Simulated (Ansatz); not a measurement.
# AgF (model cell, started as CsCl type): from the cell to its phonons

Wanted: vibrations and spectra of AgF (model cell, started as CsCl type); the cell is already relaxed. After the zone centre comes a 4×4×4 q mesh on a 12×12×12 k mesh.

Calculated with Ansatz 0.2.0; DFT LDA, scalar-relativistic, plane waves, PAW.

The structure was built from a prototype and need not be the compound's stable phase.

**1. The starting structure**

It takes space group Pm-3m (No. 221, cubic). The conventional cell has a = 2.902 Å, b = 2.902 Å, c = 2.902 Å, α = 90.00°, β = 90.00°, γ = 90.00°. Nearest to Ag lie 8 F at 2.51 Å. F has 8 Ag at 2.51 Å nearest. Farther neighbours and most contacts between anions are not listed.

**2. Zone-centre response**

The cell comes from relaxations at this level that are not shown. The zone centre comes first: it holds the modes that light can see, as far as symmetry allows. No field response is asked, since the mesh shows no gap.

input.yaml

```yaml
crystal:
  lattice:
    - [2.9018678117, 0.0, 0.0]
    - [0.0, 2.9018678117, 0.0]
    - [0.0, 0.0, 2.9018678117]
  atoms:
    - { symbol: Ag, position: [0.0, 0.0, 0.0] }
    - { symbol: F, position: [0.5, 0.5, 0.5] }
kpoints:
  mp_grid: { grid: [12, 12, 12] }
hamiltonian:
  xc: lda
scf:
  occupations: { method: methfessel_paxton, width: 0.15 }
output:
  eigenvalues: true
phonons:
  method: dfpt
```

The run is started by

```
$ ansatz run input.yaml --threads 4 --pin off --max-ram 7168MiB --backend cpu --events-out ev --progress --plain --runs-dir out
```

Numbers of over 12 decimals in the logs are rounded to 6 here.

The log of the run:

```text
Engine: ansatz 0.2.0, aarch64-unknown-linux-gnu
Pseudopotentials: kind: paw
Pseudopotential: Ag, paw, valence charge 19, recommended cutoff 420 eV (normal), Ag.paw.azcp
Pseudopotential: F, paw, valence charge 7, recommended cutoff 420 eV (normal), F.paw.azcp
Functional definition: SPW92
  exchange = slater_x
  correlation = pw_c
Crystal: 2 atoms, lattice volume = 24.436 Å³
Basis set: ecut = 420 eV, 461 PW (Γ), exchange–correlation on 40×40×40 points (8 copies of the dense FFT grid, shifted against one another)
Bands: 17, of which v1, the nominal top of the filled ones, is band 13 counted from 1 (12 counted from 0)
Symmetry: 48 space group operations
k-points: 196 of 1728 (irreducible under 8 space group operations, time reversal used)
Non-local potential: Ag, projectors of the file, l = 0: 3, l = 1: 2, l = 2: 2, l = 3: 1
Non-local potential: F, projectors of the file, l = 0: 2, l = 1: 2, l = 2: 1
PAW form: soft (Blöchl's): semilocal exchange-correlation on the pseudo side does not see the compensation charge
PAW frozen core: Ag, regenerated for the run's functional, and the local potential with it (the file was generated under x = pbe(κ = 0.804, μ = 0.219515), c = pbe(β = 0.066725))
PAW frozen core: F, regenerated for the run's functional, and the local potential with it (the file was generated under x = pbe(κ = 0.804, μ = 0.219515), c = pbe(β = 0.066725))
PAW one-centre angular grid: Ag, 590 points (default); XC on 64 Gauss nodes
PAW one-centre angular grid: F, 110 points (default); XC on 64 Gauss nodes
Initial density: superposition of atomic densities (neutral atoms: chi_scale 0, normalization atom), corrected by the library's trained network
Initial wavefunctions: pseudopotential atomic-orbital guess
Functional: x = slater, c = lda
SCF iter   1: F=—  HF=-8250.806249 eV  |F-HF|=—  |Δ(HF+E_count)|=         —  Δρ=2.57e-2  dr2=1.16e-1  ethr=1.77e-3  ⟨swp⟩=4.6  Hψ=13705  notcnv=0
preconditioner: auto → none  [metal: Δε(μ)=0.053 eV  Ē_g=15.320 eV  σ=0.150 eV  W_gap=0.29  n_scr=6 (ndim 8)  ℏωp=31.9 eV  f_vac=0.000  D(μ)=0.58/eV (n_scr^D=0)  sad-step TF]
SCF iter   2: F=—  HF=-8250.782054 eV  |F-HF|=—  |Δ(HF+E_count)|=   2.42e-2  S|Δr|=    0.00e0  Δρ=1.30e-2  dr2=3.32e-2  ethr=4.44e-4  ⟨swp⟩=1.2  Hψ=4939  notcnv=0
SCF iter   3: F=—  HF=-8250.772994 eV  |F-HF|=—  |Δ(HF+E_count)|=   9.06e-3  S|Δr|=    0.00e0  Δρ=1.62e-3  dr2=4.57e-4  ethr=1.28e-4  ⟨swp⟩=2.2  Hψ=4452  notcnv=0
SCF iter   4: F=—  HF=-8250.772860 eV  |F-HF|=—  |Δ(HF+E_count)|=   1.33e-4  S|Δr|=    0.00e0  Δρ=4.63e-4  dr2=3.83e-5  ethr=1.76e-6  ⟨swp⟩=2.4  Hψ=5573  notcnv=0
SCF iter   5: F=—  HF=-8250.772846 eV  |F-HF|=—  |Δ(HF+E_count)|=   1.45e-5  S|Δr|=    0.00e0  Δρ=3.48e-5  dr2=8.60e-8  ethr=1.47e-7  ⟨swp⟩=2.2  Hψ=5243  notcnv=0
SCF iter   6: F=—  HF=-8250.772846 eV  |F-HF|=—  |Δ(HF+E_count)|=   1.17e-7  S|Δr|=    0.00e0  Δρ=4.07e-6  dr2=2.77e-9  ethr=3.31e-10  ⟨swp⟩=2.1  Hψ=4402  notcnv=0
SCF iter   7: F=-8250.772846 eV  HF=-8250.772846 eV  |F-HF|=3.64e-12  |Δ(HF+E_count)|=  7.84e-10  S|Δr|=    0.00e0  Δρ=2.05e-7  dr2=5.92e-12  ethr=1.00e-12  ⟨swp⟩=4.1  Hψ=16365  notcnv=0
SCF 1 converged in 7 iterations: F = -8250.772846 eV  dr2 = 5.92e-12
  greatest PAW one-centre occupation: 1.002 electrons in one spin orbital (limit 2), on the Ag atom at site 0 (counted from 0), in its partial waves of l = 0
DFPT response loops at Γ: preconditioner auto → Kerker (q_TF=auto, 2.757 Å⁻¹) (partly filled bands, converged f_vac=0.000); β = 1.00, the filter's whole step (`scf.mixing.beta` (0.50) is not read by the response loops under this deck's `scf.mixing.preconditioner`; to damp them name `kerker` or `kerker_dos`, under which they read `scf.mixing.beta`, and type it under 1.00, their step now; both keys bind the ground state too); Broyden in place of MSR1
SCF converged after 7 iterations
Stability not checked: this state was not tested for a lower state beside it, because cold or Methfessel-Paxton smearing, or corrected tetrahedra, fill the levels in a way that the test cannot read (fill_not_monotonic; see scf.lower_state_search)
Free energy (F): -8250.772846 eV
Harris-Foulkes:  -8250.772846 eV  (|F-HF|=3.64e-12)
Internal energy: -8250.776139 eV  (E = F + TS)
E sigma→0 (E₀):  -8250.773669 eV
Entropy (-TS):   0.003293 eV (1.647 meV/atom)
Fermi energy:    11.846585 eV
Step filling:    the computed levels leave a gap of 0.0000 eV = 0.0 smearing widths at the electron count; against every level under it full and every level over it empty, smearing changes F+E_penalty+E_count by +0.806 meV and its σ→0 estimate by -0.017 meV
--- Per-component energies (eV) ---
  E_band       = -267.140421
  E_kinetic    = 733.459982
  E_local      = -2681.712614  (includes V_loc(G=0)·N_el)
  E_nonlocal   = 166.479569
  E_hartree    = 1166.390025
  E_xc         = -259.954250
  E_vxc        = -333.328103  (∫ρ·V_xc dr)
  E_paw        = -3960.780380  (= ΣΔE_a)
  E_vpaw       = -484.821630  (= ΣTr[D̂ρ^β])
  E_aug_tail   = 0.002229  (compensation charges beyond the density's cutoff)
  E_ewald      = -3415.498759
  E_core_change = 0.838059  (= ΣΔE_core)
  E_smearing   = 0.003293  (= −TS)
  E_closure    = 0.000000  (closes the sum)
  Σ components = -8250.772846   (vs F -8250.772846, Δ=0.00e0)
--- Band table (eV; the first three rows and the last of 196) ---
  k-point 0: bands = [... 9 lower, 8.8108, 11.0023, 11.0119, 11.0119, 11.0119, 28.9285, 28.9285, 29.2408]
  k-point 1: bands = [... 9 lower, 9.0290, 11.0175, 11.0620, 11.0620, 11.4011, 27.2867, 28.8471, 29.2616]
  k-point 2: bands = [... 9 lower, 9.4229, 11.0329, 11.1887, 11.1887, 12.2494, 25.3447, 28.6189, 29.2929]
  k-point 195: bands = [... 9 lower, 11.6778, 11.8819, 11.8819, 11.8819, 20.0738, 20.0738, 20.0738, 25.1894]
--- Phonons (Γ-DFPT): 2 representative perturbations + reference, on 196 of 1728 k-points (Σ response iterations 8) ---
  k mesh reduced under 8 symmetry operations, with k and −k counted as one. Each operation leaves every solved perturbation unchanged. A smaller set is not used because it would not reduce the number of displacements times k-points to solve
  ASR residual: 1.287e-4 → 0.000e0 eV/Å²; symmetrization residual: 3.029e-6 eV/Å²
  ASR residual per site (eV/Å²): 1.07e-5 1.29e-4
  Γ frequencies (cm⁻¹): 0.00 0.00 0.00 169.16 169.16 169.16
  non-analytic LO–TO correction: not included (Born effective charges unavailable; polar crystals: no LO–TO splitting at Γ)
```

It took 16 s on 4 threads of Arm Neoverse N1, shared host; peak memory 0.47 GiB; 35 s of CPU time.

Numbers from this step:

```
volume per atom                                         : 12.22 Å³
gap on the k-mesh                                       : 0 eV
sum-rule residual before enforcement                    : 1.29e-4 eV/Å²
point group                                             : m-3m
highest optical mode at the zone centre (no LO-TO term) : 169.2 cm⁻¹
lowest optical zone-centre mode                         : 169.2 cm⁻¹
```

Patterns of degenerate modes are one choice out of their space. The modes at Γ (shares of kinetic energy by element, %):

```tsv
mode	frequency (cm⁻¹)	symmetry	Ag %	F %
1	0.0	acoustic	85	15
2	0.0	acoustic	85	15
3	0.0	acoustic	85	15
4	169.2	T1u	15	85
5	169.2	T1u	15	85
6	169.2	T1u	15	85
```

Displacements in mode 6 (169.2 cm⁻¹), the largest set to 1:
```
Ag1  0.00  0.00 -0.18
F2   0.00  0.00  1.00
```

Before it was imposed, the acoustic sum rule was missed by 1.3e-4 eV/Å². Small misses are needed for a sound result but don't prove that mesh and cutoff are converged. The lowest optical mode is real, 169 cm⁻¹.

**3. Response at finite wavevector**

Stability and thermal properties need the whole zone. Linear response on a 4×4×4 q mesh gives force constants as far as a supercell of that size would.

Changes to input.yaml since step 2:

```diff
@@ -18 +18,8 @@
   method: dfpt
+  qmesh: [4, 4, 4]
+  temperatures: { t_max: 1000, t_step: 50 }
+  qpath:
+    path:
+      - [[0.0, 0.0, 0.0], [0.0, 0.5, 0.0], [0.5, 0.5, 0.0], [0.0, 0.0, 0.0], [0.5, 0.5, 0.5], [0.0, 0.5, 0.0]]
+      - [[0.5, 0.5, 0.5], [0.5, 0.5, 0.0]]
+    npoints: 10
```

The log of the run:

```text
[...]
Crystal: 2 atoms, lattice volume = 24.436 Å³
Basis set: ecut = 420 eV, 461 PW (Γ), exchange–correlation on 40×40×40 points (8 copies of the dense FFT grid, shifted against one another)
Bands: 17, of which v1, the nominal top of the filled ones, is band 13 counted from 1 (12 counted from 0)
Symmetry: 48 space group operations
k-points: 84 of 1728
[...]
SCF iter   1: F=—  HF=-8250.806248 eV  |F-HF|=—  |Δ(HF+E_count)|=         —  Δρ=2.57e-2  dr2=1.16e-1  ethr=1.77e-3  ⟨swp⟩=4.6  Hψ=5882  notcnv=0
[...]
SCF iter   7: F=-8250.772846 eV  HF=-8250.772846 eV  |F-HF|=1.82e-12  |Δ(HF+E_count)|=  7.60e-10  S|Δr|=    0.00e0  Δρ=2.05e-7  dr2=5.89e-12  ethr=1.00e-12  ⟨swp⟩=4.1  Hψ=7013  notcnv=0
SCF 1 converged in 7 iterations: F = -8250.772846 eV  dr2 = 5.89e-12
[...]
iter 1 solved again at ethr=1.30e-9 eV; its pass at ethr=3.10e-3 eV (dr2=3.39e-7 eV) is discarded
[...]
SCF iter   2: F=-8250.772846 eV  HF=-8250.772846 eV  |F-HF|=1.82e-12  |Δ(HF+E_count)|=  2.42e-10  S|Δr|=    0.00e0  Δρ=1.03e-7  dr2=1.64e-12  ethr=1.00e-12  ⟨swp⟩=4.8  Hψ=5214  notcnv=0
SCF 2 converged in 2 iterations: F = -8250.772846 eV  dr2 = 1.64e-12
phonons: the bands overlap, so this run is a metal and interpolates without the dipole-dipole term. If the crystal is really an insulator or semiconductor, its LO-TO splitting is missing
NSCF: frozen V_eff on 84 k-points
[...]
DFPT response loops at q = (0, 0, 0) (fractional): preconditioner auto → Kerker (q_TF=auto, 2.757 Å⁻¹) (partly filled bands, converged f_vac=0.000); β = 1.00, the filter's whole step (`scf.mixing.beta` (0.50) is not read by the response loops under this deck's `scf.mixing.preconditioner`; to damp them name `kerker` or `kerker_dos`, under which they read `scf.mixing.beta`, and type it under 1.00, their step now; both keys bind the ground state too); Broyden in place of MSR1
[...]
SCF converged after 7 iterations
[...]
Free energy (F): -8250.772846 eV
[...]
Internal energy: -8250.776139 eV  (E = F + TS)
E sigma→0 (E₀):  -8250.773669 eV
Entropy (-TS):   0.003293 eV (1.647 meV/atom)
Fermi energy:    11.846585 eV
[...]
--- Band table (eV; the first three rows and the last of 84) ---
  k-point 0: bands = [... 9 lower, 8.8108, 11.0023, 11.0119, 11.0119, 11.0119, 28.9285, 28.9285, 29.2408]
  k-point 1: bands = [... 9 lower, 9.0290, 11.0175, 11.0620, 11.0620, 11.4011, 27.2867, 28.8471, 29.2616]
  k-point 2: bands = [... 9 lower, 9.4229, 11.0329, 11.1887, 11.1887, 12.2494, 25.3447, 28.6189, 29.2929]
  k-point 83: bands = [... 9 lower, 11.6778, 11.8819, 11.8819, 11.8819, 20.0738, 20.0738, 20.0738, 25.1894]
--- Phonons (Γ-DFPT): 2 representative perturbations + reference (Σ response iterations 8) ---
  ASR residual: 1.284e-4 → 0.000e0 eV/Å²; symmetrization residual: 2.319e-6 eV/Å²
  ASR residual per site (eV/Å²): 1.13e-5 1.28e-4
  Γ frequencies (cm⁻¹): 0.00 0.00 0.00 169.16 169.16 169.16
--- Phonons (arbitrary-q DFPT): 10 irreducible q on the 4×4×4 mesh ---
  q = [0.0000, 0.0000, 0.0000] (star 1, of the zone-centre solve; hermiticity 2.73e-6, symmetrization 1.44e-11): -0.00 -0.00 0.00 169.16 169.16 169.16
  q = [0.0000, 0.0000, 0.2500] (star 6, 4 solved perturbations in 1848 linear systems a pass and spin channel, the states on 588 of 1728 k-point pairs; hermiticity 5.11e-7, symmetrization 2.29e-13): -13.71 -13.71 107.33 138.55 138.55 248.22
[...]
q = [0.0000, 0.2500, -0.5000] (star 12, 6 solved perturbations on 588 of 1728 k-point pairs; hermiticity 1.61e-6, symmetrization 5.01e-10): 41.13 78.73 112.09 113.61 204.80 267.61
[...]
sum rule: each row above includes the acoustic sum rule's correction from the zone centre's row sums; it moved no ω² by more than (1.36 cm⁻¹)²
  mesh force constants: q→R imaginary residual 3.33e-18; ASR residual 1.284e-4 → 0.000e0 eV/Å²; symmetrization residual 1.998e-15 eV/Å²
  interpolated dispersion: 62 rows × 6 modes
  density of states and harmonic sums: on the 24×24×24 q-mesh, interpolated from the force constants of a 4×4×4 supercell (no non-analytic term)
  largest difference from the sums on the solved wave vectors: F 4.93e-2 eV, S 6.45e-5 and C_V 1.52e-5 eV/K
  zero-point energy: 0.048833 eV/cell   skipped modes (ω ≤ 0): 43, of them read as no rigid motion or as one in doubt: 40 (5.729e-2 modes/cell left out, lowest -16.23 cm⁻¹)   left out of the sums: 9.58e-3 of the cell's modes: C_V's classical limit lies that fraction below 3 k_B per atom; for a crystal, a wire or a layer, F and S can be off by more, and a phonons.interpolated_qmesh denser along its periods is the remedy for the sampling
```

Elapsed: 6.7 min, on 4 threads; peak memory 1.3 GiB; 19 min of CPU time.

Numbers from this step:

```
sum-rule residual before enforcement                    : 1.28e-4 eV/Å²
lowest frequency on the path                            : -16.29 cm⁻¹
highest frequency on the path or at a solved wavevector : 285.6 cm⁻¹
lowest mode on the q mesh (acoustic modes at Γ apart)   : -13.71 cm⁻¹
```

Frequencies (cm⁻¹) solved at each irreducible wavevector; negative means imaginary. Frequencies by wavevector, by row:

```tsv
q in reciprocal lattice units	star	mode 1	mode 2	mode 3	mode 4	mode 5	mode 6
0 0 0	1	0	0	0	169.2	169.2	169.2
0 0 0.25	6	-13.7	-13.7	107.3	138.6	138.6	248.2
0 0 -0.5	3	51.2	51.2	92.6	92.6	150.6	285.6
0 0.25 0.25	12	22.1	59.8	113.9	127.8	217.4	225.9
0 0.25 -0.5	12	41.1	78.7	112.1	113.6	204.8	267.6
0 -0.5 -0.5	3	27.5	83.8	83.8	127	255	255
0.25 0.25 0.25	8	59.2	59.2	104.8	181.9	181.9	228.3
0.25 0.25 -0.5	12	67.1	85	99.4	122.8	208.6	241.8
0.25 -0.5 -0.5	6	80.2	86.6	86.6	141.2	216.3	216.3
-0.5 -0.5 -0.5	1	108.8	108.8	108.8	138.8	138.8	138.8
```

Interpolated from a 4×4×4 q mesh. The phonon branches at the labelled points (cm⁻¹):

```tsv
point	branch 1	branch 2	branch 3	branch 4	branch 5	branch 6
Γ	0	0	0	169	169	169
halfway	-14	-14	107	138	138	248
X	51	51	93	93	151	286
halfway	41	79	112	114	205	268
M	28	84	84	127	255	255
halfway	22	60	114	128	217	226
Γ	0	0	0	169	169	169
halfway	59	59	105	182	182	228
R	109	109	109	139	139	139
halfway	67	85	99	123	209	242
X	51	51	93	93	151	286
jump to R	109	109	109	139	139	139
halfway	80	87	87	141	216	216
M	28	84	84	127	255	255
```

The phonon branches as a text plot (rows in cm⁻¹):

```
    279 |     *****                                    ***
    267 |    *     **                                 *
    254 |   *        *****                           *         **
    242 |            **  ****                       *         *
    229 |           *      ***          ***        *
    216 |                    **        *   *                 *
    204 |  *                  **     **           ****      *
    191 | *                    **           *     *
    179 |*         *            ** ********      *    *    *
    166 |**       *              ***       ***
    154 |  *   ***             **               *      ***
    141 |   *                 *              ******       *****
    128 |    **       ****   *                     **          **
    116 |     *   ****    ****                       ***
    103 |   *    *****   **   *        ****  ****** ** ** **
     91 |      ***    * *            **    ***   ****   ** ****
     78 |          *** ****    *           *      ** *       * **
     65 |  *      *        ***      *   ***         ****
     53 | *    ****           * *      *               ***    *
     40 |          **          *   * **                        *
     28 |*    *      *********  **  *                           *
     15 |    *                   * *
      3 |                     *   *
    -10 |****                  ***
         Γ      X      M          Γ            R        X|R     M
```

(Continued in part 2 of 2.)

[Logs are printed without paths, hosts, clocks, repeated set-up lines and the standing remarks that a program may print on its own settings, such as how far it seeks lower states.]

[Hosts, paths, dates, database ids (printed as entryN), source tags and the programs' standing remarks are cut or masked in the printed files.]
